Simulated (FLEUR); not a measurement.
# GdZn: which magnetic order is lowest, part 3 of 3

Wanted: the moments of GdZn and the energy of each order that was tried.

FLEUR MaX-R8.1; LDA (VWN) with U = 6 eV on Gd f; all-electron FLAPW, Dirac cores, scalar-relativistic bands.

So far, largest spin moment in the muffin-tin sphere (μB): step 2 (run 1 (ferro +)) 7.31; step 3 (run 2 (antiferro q=(1/2,1/2,1/2) +-)) 7.17; step 4 (run 3 (antiferro q=(0,1/2,1/2) +-)) 7.22.

The database entry behind the starting cell differs from later determinations by our own check (about 0.4 % long), so it need not match the best structure at ambient conditions.

### 6. Spin–orbit coupling, moments along [001]

Level of this step: LDA (VWN) with U = 6 eV on Gd f; all-electron FLAPW, Dirac cores, scalar-relativistic bands with spin-orbit coupling (FLEUR).

Spin–orbit coupling ties the spins to the lattice and lets orbital moments form.

A new self-consistent run of the start ferro +, with the moments along z. Here n_mmp_mat seeds f states of whole m by Hund's three rules. The k list default-1 (kpts.xml, not shown) is a Γ-centred 8×8×8 mesh.

inp.xml

```
<?xml version="1.0" encoding="UTF-8" standalone="no"?>
<fleurInput fleurInputVersion="0.39">
   <comment>
      GdZn
   </comment>
   <calculationSetup>
      <cutoffs Kmax="3.6" Gmax="10.8" GmaxXC="10.8" numbands="70"/>
      <scfLoop itmax="130" minDistance="0.0001" maxIterBroyd="15" imix="Anderson" alpha="0.05" precondParam="0.0" spinf="2.0" sdNocoIR="T"/>
      <coreElectrons ctail="T" frcor="F" kcrel="0" coretail_lmax="0"/>
      <xcFunctional name="vwn" relativisticCorrections="F"/>
      <magnetism jspins="2"/>
      <soc l_soc="T" theta="0.0" phi="0.0" spav="F"/>
      <expertModes spex="0" secvar="F"/>
      <geometryOptimization l_f="F" forcealpha="1.0" forcemix="BFGS" epsdisp="0.00001" epsforce="0.00001"/>
      <ldaU l_linMix="F" mixParam="0.05" spinf="1.0"/>
   </calculationSetup>
   <cell>
      <bzIntegration valenceElectrons="30.0" mode="hist" fermiSmearingEnergy="0.00183747">
         <kPointListSelection listName="default-1"/>
         <xi:include xmlns:xi="http://www.w3.org/2001/XInclude" href="kpts.xml"> </xi:include>
      </bzIntegration>
      <xi:include xmlns:xi="http://www.w3.org/2001/XInclude" href="sym.xml"> </xi:include>
      <bulkLattice scale="1.0">
         <bravaisMatrix>
            <row-1>    6.8370291188027990     0.0000000000000000     0.0000000000000000</row-1>
            <row-2>    0.0000000000000000     6.8370291188027990     0.0000000000000000</row-2>
            <row-3>    0.0000000000000000     0.0000000000000000     6.8370291188027990</row-3>
         </bravaisMatrix>
      </bulkLattice>
   </cell>
   <atomSpecies>
      <species name="Gadolinium7.000" element="Gd" atomicNumber="64">
         <mtSphere radius="2.8" gridPoints="925" logIncrement="0.014"/>
         <atomicCutoffs lmax="10" lnonsphr="8"/>
         <electronConfig flipSpins="F">
            <coreConfig>(1s1/2) (2s1/2) (2p1/2) (2p3/2) (3s1/2) (3p1/2) (3p3/2) (4s1/2) (3d3/2) (3d5/2) (4p1/2) (4p3/2) (4d3/2) (4d5/2)</coreConfig>
            <valenceConfig>(5s1/2) (5p1/2) (5p3/2) (6s1/2) (4f5/2) (4f7/2) (5d3/2) (5d5/2)</valenceConfig>
            <stateOccupation state="(4f5/2)" spinUp="2.5" spinDown="0.5"/>
            <stateOccupation state="(4f7/2)" spinUp="4.0" spinDown="0.0"/>
            <stateOccupation state="(5d3/2)" spinUp="0.4" spinDown="0.0"/>
            <stateOccupation state="(5d5/2)" spinUp="0.6" spinDown="0.0"/>
         </electronConfig>
         <energyParameters s="6" p="6" d="5" f="4"/>
         <ldaU l="3" U="6.0" J="0.0" l_amf="F"/>
         <lo type="SCLO" l="0" n="5" eDeriv="0"/>
         <lo type="SCLO" l="1" n="5" eDeriv="0"/>
      </species>
      <species name="Zinc (Zn)" element="Zn" atomicNumber="30">
         <mtSphere radius="2.8" gridPoints="925" logIncrement="0.014"/>
         <atomicCutoffs lmax="10" lnonsphr="8"/>
         <electronConfig flipSpins="F">
            <coreConfig>(1s1/2) (2s1/2) (2p1/2) (2p3/2) (3s1/2) (3p1/2) (3p3/2)</coreConfig>
            <valenceConfig>(4s1/2) (3d3/2) (3d5/2)</valenceConfig>
         </electronConfig>
         <energyParameters s="4" p="4" d="3" f="4"/>
      </species>
   </atomSpecies>
   <atomGroups>
      <atomGroup species="Gadolinium7.000">
         <relPos label="                   1">.0000000000 .0000000000 .0000000000</relPos>
         <force calculate="T" relaxXYZ="TTT"/>
      </atomGroup>
      <atomGroup species="Zinc (Zn)">
         <relPos label="                   2">1.000/2.000 1.000/2.000 1.000/2.000</relPos>
         <force calculate="T" relaxXYZ="TTT"/>
      </atomGroup>
   </atomGroups>
   <output dos="F" band="F" slice="F">
      <bandDOS minEnergy="-.5*Htr" maxEnergy="0.5*Htr" sigma="0.015" storeEVData="T"/>
      <plotting iplot="0" polar="F">
         <plot TwoD="T" vec1="  1.0  0.0  0.0" vec2="  0.0  1.0  0.0" vec3="  0.0  0.0  1.0" zero="  0.0  0.0  0.0" file="plot"/>
      </plotting>
      <moessbauerParams electricFieldGradient="F" isomerShift="F" coreHyperfine="F" valenceHyperfine="F"/>
   </output>
</fleurInput>
```

crystal.txt

```
GdZn
&input film=F cartesian=F /
3.61800000000  0.00000000000  0.00000000000
0.00000000000  3.61800000000  0.00000000000
0.00000000000  0.00000000000  3.61800000000
1.8897261246
1.0 1.0 1.0

2
64 0.00000000000  0.00000000000  0.00000000000 : 7.000
30 0.50000000000  0.50000000000  0.50000000000

&soc 0.0000000 0.0000000 /
&kpt div1=8 div2=8 div3=8 gamma=T /
```

Run with:

```
OMP_NUM_THREADS=1 inpgen -f crystal.txt > inpgen.log  # inp.xml is then edited as shown
OMP_NUM_THREADS=1 mpirun -n 4 fleur_MPI > fleur.log
```

Output:

```text
[banner, memory and clock lines left out]
Welcome to FLEUR        (www.flapw.de)
      MaX-Release 8.1          (www.max-centre.eu)

 ========== k-point set info ==========
 Selected k-point list: default-1
 k-point list type: mesh
 0 x 0 x 0
 Number of k points: 92

 [... set-up left out ...]
 Iteration:     1   Distance:      22.77239529 me/bohr^3
 Iteration:     2   Distance:      21.72568824 me/bohr^3
 Iteration:     3   Distance:      12.19945610 me/bohr^3
 Iteration:     4   Distance:       5.12872728 me/bohr^3
 Iteration:     5   Distance:       1.39283640 me/bohr^3
 Iteration:     6   Distance:       0.81408131 me/bohr^3
 Iteration:     7   Distance:       0.94751049 me/bohr^3
 Iteration:     8   Distance:       0.07806162 me/bohr^3
 Iteration:     9   Distance:       0.02284394 me/bohr^3
 Iteration:    10   Distance:       0.01561430 me/bohr^3
 Iteration:    11   Distance:       0.00597969 me/bohr^3
 Iteration:    12   Distance:       0.00473986 me/bohr^3
 Iteration:    13   Distance:       0.00081606 me/bohr^3
 Iteration:    14   Distance:       0.00022733 me/bohr^3
 Iteration:    15   Distance:       0.00023208 me/bohr^3
 Iteration:    16   Distance:       0.00018408 me/bohr^3
 Iteration:    17   Distance:       0.00009979 me/bohr^3

 ********************************************************************
 Run finished successfully
 Stop message:
   all done
 ********************************************************************

--- out.xml (last complete iteration) ---
<iteration numberForCurrentRun="   17" overallNumber="   17">
         [... left out ...]
         <bandgap value="0.0000000000" units="eV"/>
         <sumValenceSingleParticleEnergies value="-5.0205242628" units="Htr"/>
         <FermiEnergy value="0.2692979295" units="Htr"/>
         [... left out ...]
         <magneticMomentsInMTSpheres units="muBohr">
            <globalMagMoment atomType="1" vec="0.00000   0.00000   7.30022"/>
            <globalMagMoment atomType="2" vec="0.00000   0.00000   0.06829"/>
         </magneticMomentsInMTSpheres>
         <orbitalMomentsInMTSpheres units="muBohr">
            <globalMagMoment atomType="1" vec="0.00000   0.00000  -0.02227"/>
            <globalMagMoment atomType="2" vec="0.00000   0.00000   0.00000"/>
         </orbitalMomentsInMTSpheres>
         [... left out ...]
         <totalEnergy value="   -13066.5198295197" units="Htr">
            <sumOfEigenvalues value="    -7967.4360860124">
               <coreElectrons value="-7962.4155617496"/>
               <valenceElectrons value="-5.0205242628"/>
            </sumOfEigenvalues>
         [... left out ...]
            <freeEnergy value="-13066.5202740032"/>
            <extrapolationTo0K value="-13066.5200517614"/>
         </totalEnergy>
         [... left out ...]
         <ldaUDensityMatrixConvergence>
            <distance spin="1" distance="0.000000"/>
            <distance spin="2" distance="0.000000"/>
         </ldaUDensityMatrixConvergence>
         <densityConvergence units="me/bohr^3">
            <chargeDensity spin="1" distance="0.0000680353"/>
            <chargeDensity spin="2" distance="0.0000634591"/>
            <overallChargeDensity distance="0.0000857590"/>
            <spinDensity distance="0.0000997854"/>
         </densityConvergence>
      </iteration>
```

It took 62 s on 4 MPI ranks of Intel Xeon Platinum 8375C at 2.90GHz (Ice Lake), shared host; peak memory 0.4 GiB; 4.1 min of CPU time.

This step gave:

| Property | Result |
| --- | --- |
| free energy | -355558.1301 eV |
| program's band gap on this mesh (in a metal only a level spacing) | 0 eV |
| magnetization | 7.648 μB |
| final state | ferromagnetic |
| largest moment | 7.300 μB |
| orbital moment along the spin | -0.02227 μB |

Orbital moment in the sphere, along the spin axis by atom:

```tsv
atom	orbital moment in the sphere, along the spin axis (μB)
Gd1	-0.0223
Zn2	0.0000
```

### 7. Outcome

```yaml
lowest_state_found: ferromagnetic (typed ferro +)
largest_site_spin_moment: 7.31 μB
next_finished_state: antiferromagnetic, 51.5 meV a seeded atom higher
orbital_moment_on_the_atom_of_largest_spin_along_its_spin_spin_orbit_run: -0.0223 μB
spin_plus_orbital_moment: Gd 7.28 μB
```

In words: The lowest state found is ferromagnetic, reached from the start ferro +, with moments up to 7.31 μB. The next finished state costs 51 meV a seeded atom. The shell is near half filling, where Hund's rules give no orbital moment. This is the lowest of 3 finished starts, no proof of the ground state. The f shell is half filled, so the spin-only picture is fair.

[Logs and program files are shortened in this print: banners, set-up blocks, solver, clock and traceback lines can be left out without a mark of their own.]

[Logs are printed without paths, hosts, clocks, repeated set-up lines and the standing remarks that a program may print on its own settings, such as how far it seeks lower states.]

[Hosts, paths, dates, database ids (printed as entryN), source tags and the programs' standing remarks are cut or masked in the printed files.]

[Where a cell is said to come from a database of computed structures, the database is the Materials Project.]
